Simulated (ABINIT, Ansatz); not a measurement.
**SiC (Moissanite): G0W0 with ABINIT, start to end**

Wanted: ground state, empty states, screening and self-energy for SiC (Moissanite).

Program: ABINIT 10.8.3. Level of theory: PBE and many-body steps on it, plane waves. Values are calculated unless marked as measured.

**The experiments to reproduce.**

- Gap 3.33 eV: band gap at cryogenic temperature; bulk crystal (literature value) (quoted in “Silicon carbide diodes for neutron detection”, 2020, arxiv:2009.14696).

### 1. Starting point

It takes space group P6_3mc (No. 186, hexagonal). The conventional cell has a = 3.076 Å, b = 3.076 Å, c = 5.048 Å, α = 90.00°, β = 90.00°, γ = 120.00°. Nearest to Si lie 4 C at 1.87 to 1.94 Å. C has 4 Si at 1.87 to 1.94 Å nearest. Farther neighbours, and contacts between anions beyond the nearest, are not listed.

Coordinates:

```cif
data_structure
_symmetry_space_group_name_H-M 'P 1'
_symmetry_Int_Tables_number 1
_cell_length_a 3.0760
_cell_length_b 3.0760
_cell_length_c 5.0480
_cell_angle_alpha 90.000
_cell_angle_beta 90.000
_cell_angle_gamma 120.000
_cell_volume 41.36
loop_
_atom_site_label
_atom_site_type_symbol
_atom_site_fract_x
_atom_site_fract_y
_atom_site_fract_z
_atom_site_occupancy
Si1 Si 0.33333 0.66667 0.00000 1
Si2 Si 0.66667 0.33333 0.50000 1
C3 C 0.33333 0.66667 0.38500 1
C4 C 0.66667 0.33333 0.88500 1
```

The cell and positions come from the Crystallography Open Database and are kept as given unless a step says otherwise.

### 2. Ground state

This step: ABINIT 10.8.3; DFT, PBE, plane waves, norm-conserving pseudopotentials.

The ground-state density comes first.

Input file run.abi:

```
acell 3*1.0 Angstrom
rprim 
  3.075999999976 0.000000000005 0.000000000000
  -1.537999999993 2.663894142018 0.000000000000
  0.000000000000 0.000000000000 5.048000000000
ntypat 2
znucl 14 6
natom 4
typat 1 1 2 2
xred 
  0.333333333333 0.666666666667 0.000000000000
  0.666666666667 0.333333333333 0.500000000000
  0.333333333333 0.666666666667 0.385000000000
  0.666666666667 0.333333333333 0.885000000000
pp_dirpath "pseudos"
pseudos "Si.upf, C.upf"
ecut 37
ngkpt 6 6 4
nshiftk 1
shiftk 0 0 0
kptopt 1
chksymbreak 0
nband 14
occopt 1
tolvrs 1e-10
nstep 60
prtwf 0
optforces 0
optstress 0
indata_prefix "in"
outdata_prefix "out"
tmpdata_prefix "tmp"
```

Run with:

```console
OMP_NUM_THREADS=1 mpirun -n 4 abinit run.abi > log
```

Output:

```text
.Version 10.8.3 of ABINIT. v10.8.2 released Aug 2026.

 Symmetries : space group P6_3 m c (#186); Bravais hP (primitive hexag.)
================================================================================
 Values of the parameters that define the memory need of the present run
     intxc =       0    ionmov =       0      iscf =       7    lmnmax =       6
     lnmax =       6     mgfft =      54  mpssoang =       3    mqgrid =    3001
     natom =       4  nloc_mem =       1    nspden =       1   nspinor =       1
    nsppol =       1      nsym =      12    n1xccc =    2501    ntypat =       2
    occopt =       1   xclevel =       2
-    mband =          14        mffmem =           1         mkmem =           6
       mpw =        3018          nfft =       55296          nkpt =          21
================================================================================
  Rough estimation (10% accuracy) of disk space for files :
================================================================================

--------------------------------------------------------------------------------
------------- Echo of variables that govern the present computation ------------
--------------------------------------------------------------------------------
 -outvars: echo values of preprocessed input variables --------
            acell      1.8897261259E+00  1.8897261259E+00  1.8897261259E+00 Bohr

      chksymbreak           0
             ecut      3.70000000E+01 Hartree
-          fftalg         312

              ixc     -101130
              kpt      0.00000000E+00  0.00000000E+00  0.00000000E+00
                       1.66666667E-01  0.00000000E+00  0.00000000E+00
                       3.33333333E-01  0.00000000E+00  0.00000000E+00
                       5.00000000E-01  0.00000000E+00  0.00000000E+00
                       1.66666667E-01  1.66666667E-01  0.00000000E+00
                       3.33333333E-01  1.66666667E-01  0.00000000E+00
                       3.33333333E-01  3.33333333E-01  0.00000000E+00
                       0.00000000E+00  0.00000000E+00  2.50000000E-01
                       1.66666667E-01  0.00000000E+00  2.50000000E-01
   [... 10 further rows ...]
                       3.33333333E-01  1.66666667E-01  5.00000000E-01
                       3.33333333E-01  3.33333333E-01  5.00000000E-01
         kptrlatt        6    0    0      0    6    0      0    0    4
          kptrlen      3.48767854E+01
P           mkmem           6
            natom           4
            nband          14
            ngfft          32      32      54
             nkpt          21
            nstep          60
             nsym          12
           ntypat           2
              occ      2.000000  2.000000  2.000000  2.000000  2.000000  2.000000
                       2.000000  2.000000  0.000000  0.000000  0.000000  0.000000
                       0.000000  0.000000
        optforces           0
        optstress           0
            prtwf           0
            rprim      3.0760000000E+00  5.0000000000E-12  0.0000000000E+00
[...]
spgroup         186

           tolvrs      1.00000000E-10

             xred      3.3333333333E-01  6.6666666667E-01  0.0000000000E+00
[...]
znucl       14.00000    6.00000

================================================================================

 chkinp: Checking input parameters for consistency.

================================================================================
== DATASET  1 ==================================================================
-   mpi_nproc: 4, omp_nthreads: 1 (-1 if OMP is not activated)

--- !DatasetInfo
iteration_state: {dtset: 1, }
dimensions: {natom: 4, nkpt: 21, mband: 14, nsppol: 1, nspinor: 1, nspden: 1, mpw: 3018, }
cutoff_energies: {ecut:  37.0, pawecutdg:  -1.0, }
electrons: {nelect:   1.60000000E+01, charge:   0.00000000E+00, occopt:   1.00000000E+00, tsmear:   1.00000000E-02, }

 Real(R)+Recip(G) space primitive vectors, cartesian coordinates (Bohr,Bohr^-1):
 R(1)=  5.8127976  0.0000000  0.0000000  G(1)=  0.1720342  0.0993240  0.0000000
 R(2)= -2.9063988  5.0340304  0.0000000  G(2)=  0.0000000  0.1986480  0.0000000
 R(3)=  0.0000000  0.0000000  9.5393375  G(3)=  0.0000000  0.0000000  0.1048291
 Unit cell volume ucvol=  2.7913818E+02 bohr^3
 Angles (23,13,12)=  9.00000000E+01  9.00000000E+01  1.20000000E+02 degrees

 getcut: wavevector=  0.0000  0.0000  0.0000  ngfft=  32  32  54
         ecut(hartree)=     37.000   => boxcut(ratio)=   2.01048

--- Pseudopotential description ------------------------------------------------
- Si Generated using ONCVPSP code by D. R. Hamann
- 14.00000   4.00000  171031                  znucl, zion, pspdat
12 -101130 2 -1 1510                          pspcod,pspxc,lmax,lloc,mmax
     nproj     2     2     2
  pspatm : epsatm=    9.34321561
         --- l  ekb(1:nproj) -->
[...]
pspatm: atomic psp has been read  and splines computed

- C Generated using ONCVPSP code by D. R. Hamann
-  6.00000   4.00000  171031                  znucl, zion, pspdat
12 -101130 1 -1 1248                          pspcod,pspxc,lmax,lloc,mmax
     nproj     2     2     0
  pspatm : epsatm=    4.31346680
         --- l  ekb(1:nproj) -->
[...]
pspatm: atomic psp has been read  and splines computed

   4.37013837E+02                                ecore*ucvol(ha*bohr**3)
--------------------------------------------------------------------------------

_setup2: Arith. and geom. avg. npw (full set) are    3001.146    3001.130

================================================================================

--- !BeginCycle
iteration_state: {dtset: 1, }
solver: {iscf: 7, nstep: 60, nline: 4, wfoptalg: 0, }
tolerances: {tolvrs: 1.00E-10, }

     iter   Etot(hartree)      deltaE(h)  residm     vres2
 ETOT  1  -20.337641    -2.034E+01 4.849E-02 5.937E+02
 ETOT  2  -20.460856    -1.232E-01 3.347E-02 2.498E+02
 ETOT  3  -20.537391    -7.654E-02 7.138E-03 1.759E-01
 ETOT  4  -20.537493    -1.016E-04 1.183E-03 7.161E-03
 ETOT  5  -20.537494    -1.035E-06 7.510E-04 3.002E-04
 ETOT  6  -20.537494    -3.007E-08 1.580E-04 2.889E-06
 ETOT  7  -20.537494    -5.749E-10 1.622E-04 8.028E-08
 ETOT  8  -20.537494    -1.143E-11 1.734E-04 2.268E-09
 ETOT  9  -20.537494    -4.903E-13 7.985E-05 6.694E-11

 At SCF step    9       vres2   =  6.69E-11 < tolvrs=  1.00E-10 =>converged.

--- !ResultsGS
iteration_state: {dtset: 1, }
comment   : Summary of ground state results
lattice_vectors:
- [  5.8127976,   0.0000000,   0.0000000, ]
- [ -2.9063988,   5.0340304,   0.0000000, ]
- [  0.0000000,   0.0000000,   9.5393375, ]
lattice_lengths: [   5.81280,    5.81280,    9.53934, ]
lattice_angles: [ 90.000,  90.000, 120.000, ] # degrees, (23, 13, 12)
lattice_volume:   2.7913818E+02
convergence: {deltae: -4.903E-13, res2:  6.694E-11, residm:  7.985E-05, diffor:  0.000E+00, }
etotal    :  -2.05374939E+01
entropy   :   0.00000000E+00
fermie    :   2.62342056E-01
cartesian_stress_tensor: null
pressure_GPa: null
xred      :
- [  3.3333E-01,   6.6667E-01,   0.0000E+00, Si]
- [  6.6667E-01,   3.3333E-01,   5.0000E-01, Si]
- [  3.3333E-01,   6.6667E-01,   3.8500E-01,  C]
- [  6.6667E-01,   3.3333E-01,   8.8500E-01,  C]
cartesian_forces: null
force_length_stats: {min: null, max: null, mean: null, }

 Integrated electronic density in atomic spheres:
 ------------------------------------------------
 Atom  Sphere_radius  Integrated_density
[...]
4        2.00000          4.25024988
================================================================================

 ----iterations are completed or convergence reached----

 Mean square residual over all n,k,spin=   54.290E-08; max=  79.852E-06
 reduced coordinates (array xred) for    4 atoms
       0.333333      0.666667      0.000000
       0.666667      0.333333      0.500000
       0.333333      0.666667      0.385000
       0.666667      0.333333      0.885000
 rms dE/dt=  0.0000E+00; max dE/dt=  0.0000E+00; dE/dt below (all hartree)
    1       0.000000      0.000000      0.000000
    2       0.000000      0.000000      0.000000
    3       0.000000      0.000000      0.000000
    4       0.000000      0.000000      0.000000

 cartesian coordinates (angstrom) at end:
    1     -3.33e-12     1.775929     0.000000
    2      1.538000     0.887965     2.524000
    3     -3.33e-12     1.775929     1.943480
    4      1.538000     0.887965     4.467480
 length scales=  1.889726  1.889726  1.889726 bohr
              =  1.000000  1.000000  1.000000 angstroms
 prteigrs : about to open file out_EIG
 Fermi (or HOMO) energy (hartree) =   0.26234   Average Vxc (hartree)=  -0.41464
 Eigenvalues (hartree) for nkpt=  21  k points:
 kpt#   1, nband= 14, wtk=  0.00694, kpt=  0.0000  0.0000  0.0000 (reduced coord)
  -0.31576   -0.18705   -0.05743    0.20511    0.20511    0.25223    0.25223    0.26234
   0.43211    0.48352    0.50154    0.50154    0.53980    0.58219
 prteigrs : prtvol=0 or 1, do not print more k-points.

--- !EnergyTerms
iteration_state     : {dtset: 1, }
comment             : Components of total free energy in Hartree
kinetic             :  1.179710E+01
hartree             :  2.375097E+00
xc                  : -7.563150E+00
Ewald energy        : -2.089459E+01
psp_core            :  1.565582E+00
local_psp           : -8.334464E+00
non_local_psp       :  5.169391E-01
total_energy        : -2.053749E+01
total_energy_eV     : -5.588537E+02
band_energy         :  5.552577E-01

== END DATASET(S) ==============================================================
================================================================================

 -outvars: echo values of variables after computation  --------
           etotal     -2.0537493878E+01
            nband          14
             nkpt          21
          spgroup         186
 [... the other variables as echoed above ...]

 Calculation completed.
```

Elapsed: 21 s, on 4 MPI ranks of AMD EPYC 7571, shared host; peak memory 0.32 GiB.

Numbers from this step:

```
total energy               : -558.8537 eV
gap                        : 2.329 eV
k of the valence top       : 0, 0, 0
k of the conduction bottom : 0.3333, 0.3333, 0
least direct gap           : 4.083 eV
```

The gap is indirect, with the least direct gap 1.75 eV higher.

(Part 1 of 3 ends here.)

[Long decimals in the printed logs are rounded to 6 places.]

[Logs are printed without paths, hosts, clocks, repeated set-up lines and the standing remarks that a program may print on its own settings, such as how far it seeks lower states.]

[Paths, hosts, dates, memory and timing lines, banners, echoed tables and standing remarks are left out of the program output; an Ansatz launch command may be rebuilt from the run's recorded settings. Measured values are a selection of at most five: reports struck by readers or far from the other reports are left out. None is set beside runs whose start may be inverted or whose files or cutoffs have a known fault.]

[Runs of the session that timed out or met a known fault of the program may be left out.]

[Hosts, paths, dates, database ids (printed as entryN), source tags and the programs' standing remarks are cut or masked in the printed files.]

[G0W0 gaps are taken among the corrected bands and points alone; a level outside them can change the order at an edge.]

[Where Ansatz stands beside ABINIT at settings called matched, ABINIT's density can come from a denser mesh and the files from another edition; pairs whose starting gaps differed by over 0.03 eV were left out, so agreement reads better than it is.]
